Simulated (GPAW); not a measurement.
# Quasiparticle gap of CaZrN2 (R-3m) in GPAW

How does a plane-wave GW calculation on CaZrN2 (R-3m) run from the first input to the gap?

Main program and level: GPAW 26.7.0; LDA and many-body steps on it, plane waves.

This is a report of a sequence of runs, with most program output left out.

## 1. Set-up

It takes space group R-3m (No. 166, trigonal). Conventional cell: a = 3.314 Å, b = 3.314 Å, c = 16.820 Å, α = 90.00°, β = 90.00°, γ = 120.00°. Ca has 6 N at 2.50 Å nearest. Nearest to Zr lie 6 N at 2.26 Å. Nearest to N lie 3 Zr at 2.26 Å and 3 Ca at 2.50 Å. Farther neighbours and most contacts between anions are not listed.

The cell and positions are those that the Materials Project relaxed with its own functionals (PBE, PBE+U or r2SCAN), kept fixed.

## 2. Ground state

This step: GPAW 26.7.0; DFT, LDA, plane waves, PAW.

The ground-state density comes first.

File run.py:

```python
import json
import numpy as np
from gpaw.mpi import world
from ase import Atoms
from gpaw import GPAW, PW, FermiDirac

atoms = Atoms(['Ca', 'Zr', 'N', 'N'],
    cell=[[1.6570904640, 0.9567216255, 5.6066931729],
      [-1.6570904640, 0.9567216255, 5.6066931729],
      [0.0000000000, -1.9134432509, 5.6066931729]],
    scaled_positions=[[0.0000000000, 0.0000000000, 0.0000000000],
      [0.5000000000, 0.5000000000, 0.5000000000],
      [0.2381224000, 0.2381224000, 0.2381224000],
      [0.7618776000, 0.7618776000, 0.7618776000]],
    pbc=(True, True, True))
calc = GPAW(mode=PW(600),
    xc='LDA',
    kpts={'size': (8, 8, 8), 'gamma': True},
    occupations=FermiDirac(0.001),
    nbands=-8,
    convergence={'density': 1e-6, 'bands': -3},
    maxiter=100,
    txt='gs.txt')
atoms.calc = calc
res = {'energy': atoms.get_potential_energy()}
kpts = calc.get_ibz_k_points()
res['kpts'] = kpts
res['eigenvalues'] = [calc.get_eigenvalues(kpt=k) for k in range(len(kpts))]
res['n_electrons'] = calc.get_number_of_electrons()
calc.write('gs.gpw')

if world.rank == 0:
    with open('result.json', 'w') as f:
        json.dump(res, f, default=lambda x: x.tolist())
```

Command:

```bash
> mpirun -n 4 gpaw python run.py
```

Run time: 53 s. Hardware: 4 MPI ranks of Arm Neoverse V2, shared host; peak memory 1 GiB; 3.5 min of CPU time.

This step gave:

```
total energy               : -35.48 eV
gap                        : 0.3956 eV
k of the valence top       : 0, 0, 0
k of the conduction bottom : 0.5, 0.5, 0
least direct gap           : 1.027 eV
```

The gap is indirect, with the least direct gap 0.63 eV higher.

## 3. Empty states on the mesh, 4×4×4 mesh, 96 bands

The sums over transitions need many empty states on a uniform mesh; this step solves for them.

File run.py:

```python
import json
import numpy as np
from gpaw.mpi import world
from gpaw import GPAW

calc = GPAW('gs.gpw').fixed_density(kpts={'size': (4, 4, 4), 'gamma': True},
    nbands=112,
    convergence={'bands': 96},
    txt='nscf.txt')
calc.write('full.gpw', mode='all')
res = {}
kpts = calc.get_ibz_k_points()
res['kpts'] = kpts
res['eigenvalues'] = [calc.get_eigenvalues(kpt=k) for k in range(len(kpts))]
res['n_electrons'] = calc.get_number_of_electrons()

if world.rank == 0:
    with open('result.json', 'w') as f:
        json.dump(res, f, default=lambda x: x.tolist())
```

Command:

```bash
> mpirun -n 4 gpaw python run.py
```

Wall time 36 s (4 MPI ranks); peak memory 1.1 GiB; 2.4 min of CPU time.

This step gave:

```
gap                                                           : 0.3956 eV
k of the valence top                                          : 0, 0, 0
k of the conduction bottom                                    : 0.5, 0.5, 0
least direct gap                                              : 1.027 eV
k points computed                                             : 13
lowest point of the top converged band, above the valence top : 60.5995 eV
```

On this mesh the gap is 0.396 eV.

## 4. Screening and self-energy, 4×4×4 mesh, 86 bands, screening to 80 eV

Now the one-shot GW correction: screening in the RPA, then the self-energy of the levels asked for.

This step: G0W0 on LDA, plane waves, PAW.

File run.py:

```python
import json
import numpy as np
from gpaw.mpi import world
from gpaw.response.g0w0 import G0W0

gw = G0W0('full.gpw',
    filename='gw',
    kpts=[0, 10],
    bands=(14, 18),
    ecut=80,
    nbands=86,
    integrate_gamma='WS',
    ppa=True)
gw.calculate()
res = {mode: {k: v for k, v in r.items() if k != 'sigma_eskwn'}
       for mode, r in gw.all_results.items()}

if world.rank == 0:
    with open('result.json', 'w') as f:
        json.dump(res, f, default=lambda x: x.tolist())
```

Command:

```bash
> mpirun -n 4 gpaw python run.py
```

Elapsed: 1.7 min, on 4 MPI ranks; peak memory 2 GiB.

Numbers from this step:

```
G0W0 gap on the points computed              : 1.157 eV
least direct G0W0 gap on the computed points : 1.907 eV
Z at the valence top                         : 0.7789
Z at the conduction bottom                   : 0.8143
starting gap on the mesh                     : 0.3956 eV
k of the valence top                         : 0, 0, 0
k of the conduction bottom                   : 0.5, 0.5, 0
```

The gap on the mesh goes from 0.40 eV to 1.16 eV, a correction of +0.76 eV.

Limits: finite bands, cutoff and mesh; no spin-orbit coupling; coarse k mesh. v1 is the top filled band, c1 the lowest empty one. Levels before and after the correction, in eV, zero at the valence-band top of each column:

```
           conduction bottom  valence top
Kohn-Sham               0.40         0.00
     G0W0               1.16         0.00
```

```
                    level  energy (eV)
Kohn-Sham         Γ v2-v1        0.000
Kohn-Sham         Γ c1-c2        2.548
Kohn-Sham  (0.5 0.5 0) v2       -0.668
Kohn-Sham  (0.5 0.5 0) v1       -0.632
Kohn-Sham  (0.5 0.5 0) c1        0.396
Kohn-Sham  (0.5 0.5 0) c2        4.875
     G0W0         Γ v2-v1        0.000
     G0W0         Γ c1-c2        3.714
     G0W0  (0.5 0.5 0) v2       -0.759
     G0W0  (0.5 0.5 0) v1       -0.750
     G0W0  (0.5 0.5 0) c1        1.157
     G0W0  (0.5 0.5 0) c2        6.310
```

## 5. Where the time went

Times are wall times on 4 MPI ranks of Arm Neoverse V2, shared host, good to a factor of about two.

```
                     step     time  share  memory (GiB)
             ground state     53 s   28 %           1.0
 empty states on the mesh     36 s   19 %           1.1
screening and self-energy  1.7 min   54 %           2.0
```

## 6. Summary of results

```json
{
  "LDA gap": "0.40 eV, indirect",
  "G0W0 gap on the mesh": "1.16 eV",
  "GW settings": "4×4×4 mesh, 86 bands, screening to 80 eV, Godby-Needs plasmon pole",
  "known limits": "not at the basis limit; no spin-orbit coupling; coarse k mesh"
}
```

**Reading.** G0W0 moves the gap on the mesh from 0.40 eV to 1.16 eV (+0.76 eV), with Z of 0.78 and 0.81 at the edges. Only 2 of the mesh's irreducible points were corrected, so a valley elsewhere could overtake. The dearest step here is «screening and self-energy». Bands and cutoff are finite, so the gap is not at the basis limit. The miss can reach some tenths of an eV and take either sign; the mesh is an error of its own. These stock PAW sets were not made for GW. In the G0W0 run levels were corrected at 2 k points alone, so a gap called «on the mesh» is the least over those, and an edge elsewhere would be missed. The 4×4×4 mesh is coarse for this cell, which bears on the long-range parts of exchange and screening. The many-body steps are scalar-relativistic: spin-orbit coupling is not in them.

[Paths, hosts, dates, memory and timing lines, banners, echoed tables and standing remarks are left out of the program output.]

[Logs are printed without paths, hosts, clocks, repeated set-up lines and the standing remarks that a program may print on its own settings, such as how far it seeks lower states.]

[Runs of the session that timed out or met a known fault of the program may be left out.]

[Hosts, paths, dates, database ids (printed as entryN), source tags and the programs' standing remarks are cut or masked in the printed files.]
